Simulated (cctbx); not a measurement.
# Mg3As: solution and refinement

Cell a = 4.4170 Å, b = 4.4170 Å, c = 4.4170 Å, α = 90.00°, β = 90.00°, γ = 90.00°; space group Pm-3m (no. 221); content As1 Mg3.

The data are simulated with cctbx, not measured: Mo Kα, λ = 0.71073 Å, to d = 0.8 Å, 70 % of the full sphere, strongest reflection 40000 counts, noise from counting, a 1.5 % proportional error and a noise floor of 4 counts (s.d.); no absorption.

Charge flipping in P1 on normalised amplitudes to 0.8 Å, δ = 1.1 σ, 10 % of the reflections treated as weak, 300 cycles:

```text
cycle      R  skewness
    0  0.460     0.27
   25  0.307     3.84
   50  0.301     4.01
   75  0.305     4.45
  100  0.273     4.08
  125  0.277     4.20
  150  0.270     4.27
  175  0.306     4.20
  200  0.278     4.17
  225  0.275     4.19
  250  0.293     4.40
  275  0.286     4.34
origin shift          correlation  skewness
 0.055  0.718  0.277      0.976      5.52
 0.452  0.496  0.720      0.874     -0.03
 0.055 -0.282  0.277      0.976      5.52
 0.385  0.322  0.259      0.935      0.35
taken: symmetry correlation 0.976, skewness 5.52
peak      x       y       z  mult  height/sigma
Q1    0.0000  0.0000  0.0000    1     17.7
Q2    0.0000  0.5000  0.5000    3      8.1
Q3    0.1528  0.1528  0.1528    8      1.5
Q4    0.5000  0.5000  0.5000    1      1.4
Q5    0.3750  0.3750  0.3750    8      1.1
Q6    0.0000  0.2462  0.5000   12      0.9
Q7    0.0000  0.0000  0.3044    6      0.4
```

The origin is taken among those within 0.04 of the best correlation, by the skewness of the map.

It took 1.6 s on 1 thread of Arm Neoverse N1, on a shared host, peak memory 0.07 GiB.

**Question.** Which peaks are atoms, and which elements?

Heights go roughly as Z and multiplicities must add up to the content. First model: Q1 = As1 (1 in the cell, height 17.7) and Q2 = Mg1 (3 in the cell, height 8.1). Against the true structure, Q1 is As and Q2 is Mg; the other peaks are not atoms.

Least squares on F², isotropic:

```text
Rint 0.015, 33 unique reflections to 0.81 A
cycle     R1     wR2    GooF  max shift (A)
   1  0.1289  0.2797  46.802   0.00000
   2  0.0023  0.0050   0.844   0.00000
final R1 0.0023 wR2 0.0050 GooF 0.844  parameters 2  data/parameter 16.5
atom        x        y        z      Ueq    occ   su(xyz)  su(Uiso or U11)
As1    0.00000  0.00000  0.00000   0.0029  1.000  0.00000  0.0001
Mg1    0.00000  0.50000  0.50000   0.0047  1.000  0.00000  0.0001
difference map: max 0.06 min -0.03 rms 0.01
Q1    0.0000  0.0000  0.3410    6    0.06  1.51 A from As1
Q2    0.3524  0.3524  0.3524    8    0.04  1.81 A from Mg1
Q3    0.2319  0.2319  0.2319    8    0.04  1.77 A from As1
Q4    0.0000  0.3350  0.5000   12    0.02  0.73 A from Mg1
Q5    0.2398  0.5000  0.5000    6    0.01  1.06 A from Mg1
```

Anisotropic refinement:

```text
Rint 0.015, 33 unique reflections to 0.81 A
cycle     R1     wR2    GooF  max shift (A)
   1  0.0025  0.0052   0.888   0.00000
   2  0.0022  0.0049   0.835   0.00000
final R1 0.0022 wR2 0.0049 GooF 0.835  parameters 3  data/parameter 11.0
atom        x        y        z      Ueq    occ   su(xyz)  su(Uiso or U11)
As1    0.00000  0.00000  0.00000   0.0029  1.000  0.00000  0.0001
Mg1    0.00000  0.50000  0.50000   0.0047  1.000  0.00000  0.0001
difference map: max 0.06 min -0.03 rms 0.01
Q1    0.0000  0.0000  0.3430    6    0.06  1.51 A from As1
Q2    0.2309  0.2309  0.2309    8    0.04  1.77 A from As1
Q3    0.3544  0.3544  0.3544    8    0.04  1.81 A from Mg1
Q4    0.0000  0.3418  0.3418   12    0.02  0.99 A from Mg1
Q5    0.0000  0.2989  0.5000   12    0.02  0.89 A from Mg1
Q6    0.0000  0.1794  0.1794   12    0.01  1.12 A from As1
```

**Reading.** The refinement ends at R1 = 0.0022, wR2 = 0.0049, GooF = 0.83, with difference density between -0.03 and 0.06 e/Å³. Every site matches the true model in element, within 0.001 Å r.m.s., up to an allowed shift of origin.

True model:

```csv
atom,mult.,x,y,z,Ueq (Å²)
As1,1,0,0,0,0.0029
Mg1,3,0,1/2,1/2,0.0046
```

The model is made up (kin elements in a known structure type, no relaxation), so it says nothing on whether the phase exists.

[Middle refinement cycles are left out of these outputs.]

[Logs are printed without paths, hosts, clocks, repeated set-up lines and the standing remarks that a program may print on its own settings, such as how far it seeks lower states.]
